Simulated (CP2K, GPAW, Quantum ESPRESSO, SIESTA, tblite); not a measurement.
# Running twisted graphene bilayer, 32.20° (156 atoms) with SIESTA, part 2 of 2

Wanted: SIESTA inputs and outputs for twisted graphene bilayer, 32.20° (156 atoms), checked against a plane-wave reference.

Program: SIESTA 5.4.2; the method stands at each step. Banners, paths, timers and routine set-up lines are dropped from the logs unmarked, and long logs keep their key lines alone; longer cuts are marked. The potentials were converted by us to PSML.

So far. Step 2 (PBE, DZP, shift 0.01 Ry, mesh 300 Ry): Forces lie 13 % from the reference's, at 0.17 times its CPU time. Step 3 (PBE, SZP, shift 0.01 Ry, mesh 300 Ry): Against the first run (13 %), the force difference from the reference is 26 %, at 0.67 times the CPU time (on 2 against 4 cores), with 1404 basis functions against 2028: the smaller basis costs accuracy.

## Step 4: PBEsol, DZP, shift 0.01 Ry, mesh 300 Ry

Method: Kohn-Sham DFT, PBEsol, PseudoDojo 0.4.1 norm-conserving pseudopotentials (converted to PSML), numerical atomic orbitals (DZP), diagonalisation.

The pseudopotential files are exchanged too: the .psml files are now those for PBEsol.

input.fdf

```
SystemLabel cell
NumberOfAtoms 156
NumberOfSpecies 1
%block ChemicalSpeciesLabel
  1 6 C
%endblock ChemicalSpeciesLabel
LatticeConstant 1.0 Ang
%block LatticeVectors
  15.36270 0.00000 0.00000
  -7.68135 13.30449 0.00000
  0.00000 0.00000 15.53000
%endblock LatticeVectors
PAO.BasisSize DZP
PAO.EnergyShift 0.01 Ry
XC.Functional GGA
XC.Authors PBEsol
MeshCutoff 300 Ry
%block kgrid_Monkhorst_Pack
  1 0 0 0.0
  0 1 0 0.0
  0 0 1 0.0
%endblock kgrid_Monkhorst_Pack
SolutionMethod diagon
OccupationFunction FD
ElectronicTemperature 580 K
SCF.Mixer.Method Pulay
SCF.Mixer.Weight 0.05
SCF.Mixer.History 8
SCF.Mix Hamiltonian
MaxSCFIterations 300
SCF.DM.Tolerance 1e-04
SCF.H.Tolerance 1.0e-3 eV
WriteForces T
Write.HirshfeldPop T
Write.VoronoiPop T
Write.DM F
Write.H F
XML.Write F
AtomicCoordinatesFormat Fractional
%block AtomicCoordinatesAndAtomicSpecies
[... 156 atom lines left out: the same atoms as in the first run ...]
%endblock AtomicCoordinatesAndAtomicSpecies
```

Command:

```
OMP_NUM_THREADS=1 mpirun -np 4 siesta < input.fdf > output.txt
```

Log:

```text
Version         : 5.4.2
reinit: System Name:
reinit: System Label: cell
initatom: Reading input for the pseudopotentials and atomic orbitals ----------
Species number:   1 Atomic number:    6 Label: C
Ground state valence configuration (from tables):   2s02  2p02  3d00  4f00
---- Processing specs for species: C
GGA--PBEsol XC_GGA_X_PBE_SOL--XC_GGA_C_PBE_SOL ps
C pseudopotential only contains V_ls up to l=1 -- lmxkb reset.
Using PAO.SplitTailNorm
%block ChemicalSpeciesLabel
    1    6 C                       # Species index, atomic number, species label
%endblock ChemicalSpeciesLabel
%block PAO.Basis                 # Define Basis set
C                     2                    # Species label, number of l-shells
 n=2   0   2                         # n, l, Nzeta
   4.484      3.054
[... lines left out ...]
Total number of electrons:   624.000000
[... lines left out ...]
stepf: Fermi-Dirac step function
        iscf     Eharris(eV)        E_KS(eV)     FreeEng(eV)     dDmax    Ef(eV) dHmax(eV)
[... lines left out ...]
SCF Convergence by DM+H criterion
[... lines left out ...]
SCF cycle converged after 17 iterations
[... lines left out ...]
   Max    5.797794
[... lines left out ...]
   Max    5.797794    constrained
Stress tensor Voigt[x,y,z,yz,xz,xy] (kbar):      -77.08      -76.87        1.97        0.49       -0.12        0.47
[... lines left out ...]
siesta: Ena     =     11684.428788
siesta: Ekin    =     17479.120539
siesta: Enl     =      -922.010628
siesta: DEna    =      -639.939164
siesta: DUscf   =        44.743851
siesta: Ex      =     -8165.213483
siesta: Ec      =      -865.607747
siesta: Exc     =     -9030.821229
siesta: Eharris =    -25429.859059
siesta: Etot    =    -25429.859078
siesta: FreeEng =    -25430.249465
siesta: Final energy (eV):
siesta:  Band Struct. =   -8403.425031
siesta:       Kinetic =   17479.120539
siesta:       Hartree =   87593.423918
siesta:         Exch. =   -8165.213483
siesta:         Corr. =    -865.607747
siesta:   Exch.-corr. =   -9030.821229
siesta:  Ion-electron = -191127.520780
siesta:       Ion-ion =   69655.938474
siesta:         Total =  -25429.859078
siesta:         Fermi =      -4.333988
siesta: Stress tensor (static) (eV/Ang**3):
siesta:    -0.048112    0.000290   -0.000072
siesta:     0.000290   -0.047981    0.000308
siesta:    -0.000072    0.000308    0.001230
siesta: Cell volume =       3174.221559 Ang**3
siesta: Pressure (static):
siesta:                Solid            Molecule  Units
siesta:           0.00034439          0.00003966  Ry/Bohr**3
siesta:           0.03162079          0.00364118  eV/Ang**3
siesta:          50.66209207          5.83381922  kBar
    Orbital volume contribution        =          58.735592 eV
    (Free)E + p_basis*V_orbitals       =      -25371.513874 eV
    (Free)Eharris+ p_basis*V_orbitals  =      -25371.513855 eV
siesta: Electric dipole (a.u.)  =   -0.000000    0.000000   -0.010475
siesta: Electric dipole (Debye) =   -0.000000    0.000000   -0.026625
Hirshfeld Atomic Populations:
Atom #   charge [q] valence [e]  Species
     1     0.000395    3.999605  C
     2    -0.002309    4.002309  C
     3     0.000582    3.999418  C
[...]
--------------------
 Total     0.000025
Voronoi Atomic Populations:
Atom #   charge [q] valence [e]  Species
[...]
155    -0.005835    4.005835  C
   156     0.001584    3.998416  C
--------------------
 Total     0.000025
```

The job ended after 1.9 min (4 MPI ranks of Arm Neoverse V1, shared host; peak memory 2.2 GiB; 7.7 min of CPU time).

Numbers from this run, and their distance from the reference:

- r.m.s. force component: 1.893 eV/Å
- r.m.s. difference of force components: 239 meV/Å
- longest difference of force vectors: 859.3 meV/Å
- force difference over r.m.s. force: 14.1 %
- slope of forces against the reference's: 1.113
- correlation of force components: 0.9972

Against the first run (13 %), the force difference from the reference is 14 %, at 0.99 times the CPU time; the model has changed, so this is no error of the program alone.

## Step 5: PBE, DZ, shift 0.01 Ry, mesh 300 Ry

Method: Kohn-Sham DFT, PBE, PseudoDojo 0.4.1 norm-conserving pseudopotentials (converted to PSML), numerical atomic orbitals (DZ), diagonalisation.

The pseudopotential files are exchanged too: the .psml files are now those for PBE.

Changes to input.fdf since step 4:

```diff
@@ -12,6 +12,6 @@
 %endblock LatticeVectors
-PAO.BasisSize DZP
+PAO.BasisSize DZ
 PAO.EnergyShift 0.01 Ry
 XC.Functional GGA
-XC.Authors PBEsol
+XC.Authors PBE
 MeshCutoff 300 Ry
```

Command:

```
OMP_NUM_THREADS=1 mpirun -np 2 siesta < input.fdf > output.txt
```

Log:

```text
Version         : 5.4.2
reinit: System Name:
reinit: System Label: cell
initatom: Reading input for the pseudopotentials and atomic orbitals ----------
Species number:   1 Atomic number:    6 Label: C
Ground state valence configuration (from tables):   2s02  2p02  3d00  4f00
---- Processing specs for species: C
GGA--PBE XC_GGA_X_PBE--XC_GGA_C_PBE pb
[... lines left out ...]
        iscf     Eharris(eV)        E_KS(eV)     FreeEng(eV)     dDmax    Ef(eV) dHmax(eV)
[... lines left out ...]
SCF Convergence by DM+H criterion
[... lines left out ...]
SCF cycle converged after 15 iterations
[... lines left out ...]
   Max    5.979905
[... lines left out ...]
   Max    5.979905    constrained
Stress tensor Voigt[x,y,z,yz,xz,xy] (kbar):      -86.60      -86.03       -4.34        0.50       -0.11        0.66
[... lines left out ...]
siesta: FreeEng =    -25485.777499
[... lines left out ...]
siesta:         Fermi =      -4.103313
[... lines left out ...]
siesta: Pressure (static):
siesta:                Solid            Molecule  Units
siesta:           0.00040101          0.00007320  Ry/Bohr**3
siesta:           0.03681884          0.00672127  eV/Ang**3
siesta:          58.99028872         10.76866798  kBar
    Orbital volume contribution        =          39.819904 eV
    (Free)E + p_basis*V_orbitals       =      -25445.957595 eV
    (Free)Eharris+ p_basis*V_orbitals  =      -25445.957598 eV
siesta: Electric dipole (a.u.)  =   -0.000000    0.000000   -0.012816
siesta: Electric dipole (Debye) =   -0.000000    0.000000   -0.032575
Hirshfeld Atomic Populations:
Atom #   charge [q] valence [e]  Species
     1    -0.000892    4.000892  C
     2    -0.002365    4.002365  C
     3     0.001975    3.998025  C
[...]
--------------------
 Total    -0.000013
Voronoi Atomic Populations:
Atom #   charge [q] valence [e]  Species
[...]
155    -0.004802    4.004802  C
   156     0.000425    3.999575  C
--------------------
 Total    -0.000013
```

Run time: 74 s. Hardware: 2 MPI ranks; peak memory 1.2 GiB; 2.5 min of CPU time.

Compared with the plane-wave run:

- r.m.s. force component: 1.948 eV/Å
- r.m.s. difference of force components: 271.2 meV/Å
- longest difference of force vectors: 1030 meV/Å
- force difference over r.m.s. force: 16 %
- slope of forces against the reference's: 1.147
- correlation of force components: 0.9985

This is a coarse setting, run to see what it loses.

Against the first run (13 %), the force difference from the reference is 16 %, at 0.32 times the CPU time (on 2 against 4 cores), with 1248 basis functions against 2028: the smaller basis costs accuracy.

## Step 6: Side by side

Differences are against the plane-wave reference, forces as r.m.s. over components; share is that over the reference's r.m.s. force, slope the least-squares factor from reference forces to these. Total energies of different programs have different zeros and aren't compared.

```csv
run,"Δ force, r.m.s. (meV/Å)",share (%),slope,cores,CPU time,memory (GiB)
reference,-,-,-,4,45 min,11
"SIESTA PBE, DZP, shift 0.01 Ry, mesh 300 Ry",214,12.6,1.104,4,7.7 min,2.2
"SIESTA PBE, SZP, shift 0.01 Ry, mesh 300 Ry (coarse)",443,26.1,1.191,2,5.2 min,1.6
"SIESTA PBEsol, DZP, shift 0.01 Ry, mesh 300 Ry",239,14.1,1.113,4,7.7 min,2.2
"SIESTA PBE, DZ, shift 0.01 Ry, mesh 300 Ry (coarse)",271,16.0,1.147,2,2.5 min,1.2
```

Rows marked coarse were listed beforehand as settings not expected to be converged; some can still land near the reference.

CPU time is summed over cores on a shared host, where runs went side by side, so it is rough. Symmetry, cutoffs, thresholds, outputs and thread counts weren't matched or tuned between programs; memory under MPI is the largest rank's times the ranks.

## Step 7: Results

```
nearest in forces : SIESTA PBE, DZP, shift 0.01 Ry, mesh 300 Ry, 13 %
its CPU time      : 7.7 min
```

**Reading.** The PBE run in local orbitals, coarse settings apart, differs by 13 % (SIESTA PBE, DZP, shift 0.01 Ry, mesh 300 Ry); basis, grid and potentials can all enter. Rows with another functional or a dispersion term differ by 14 % (SIESTA PBEsol, DZP, shift 0.01 Ry, mesh 300 Ry), which mixes the change of model with differences of basis and potentials. Runs with settings chosen to be coarse differ by 16 % (SIESTA PBE, DZ, shift 0.01 Ry, mesh 300 Ry) to 26 % (SIESTA PBE, SZP, shift 0.01 Ry, mesh 300 Ry), their programs' other errors included. Of the electronic-structure runs that take under half the reference's CPU time, SIESTA PBE, DZP, shift 0.01 Ry, mesh 300 Ry comes nearest, at 13 % in 7.7 min against 45 min. SIESTA PBE, SZP, shift 0.01 Ry, mesh 300 Ry stiffens the forces by a factor of 1.19 while following their directions (correlation 0.989); the slopes of the 4 SIESTA runs lie between 1.10 and 1.19. The reference's PBE has no dispersion term, which matters for the binding between molecules or layers. The electronic-structure runs sample only Γ, in a cell whose shortest periodic width is 13 Å, which is coarse for a cell with partly filled levels.

[Also dropped from logs without a mark: logging warnings of Python, and SIESTA's first energy breakdown and zero terms.]

[Logs are printed without paths, hosts, clocks, repeated set-up lines and the standing remarks that a program may print on its own settings, such as how far it seeks lower states.]

[Hosts, paths, dates, database ids (printed as entryN), source tags and the programs' standing remarks are cut or masked in the printed files.]
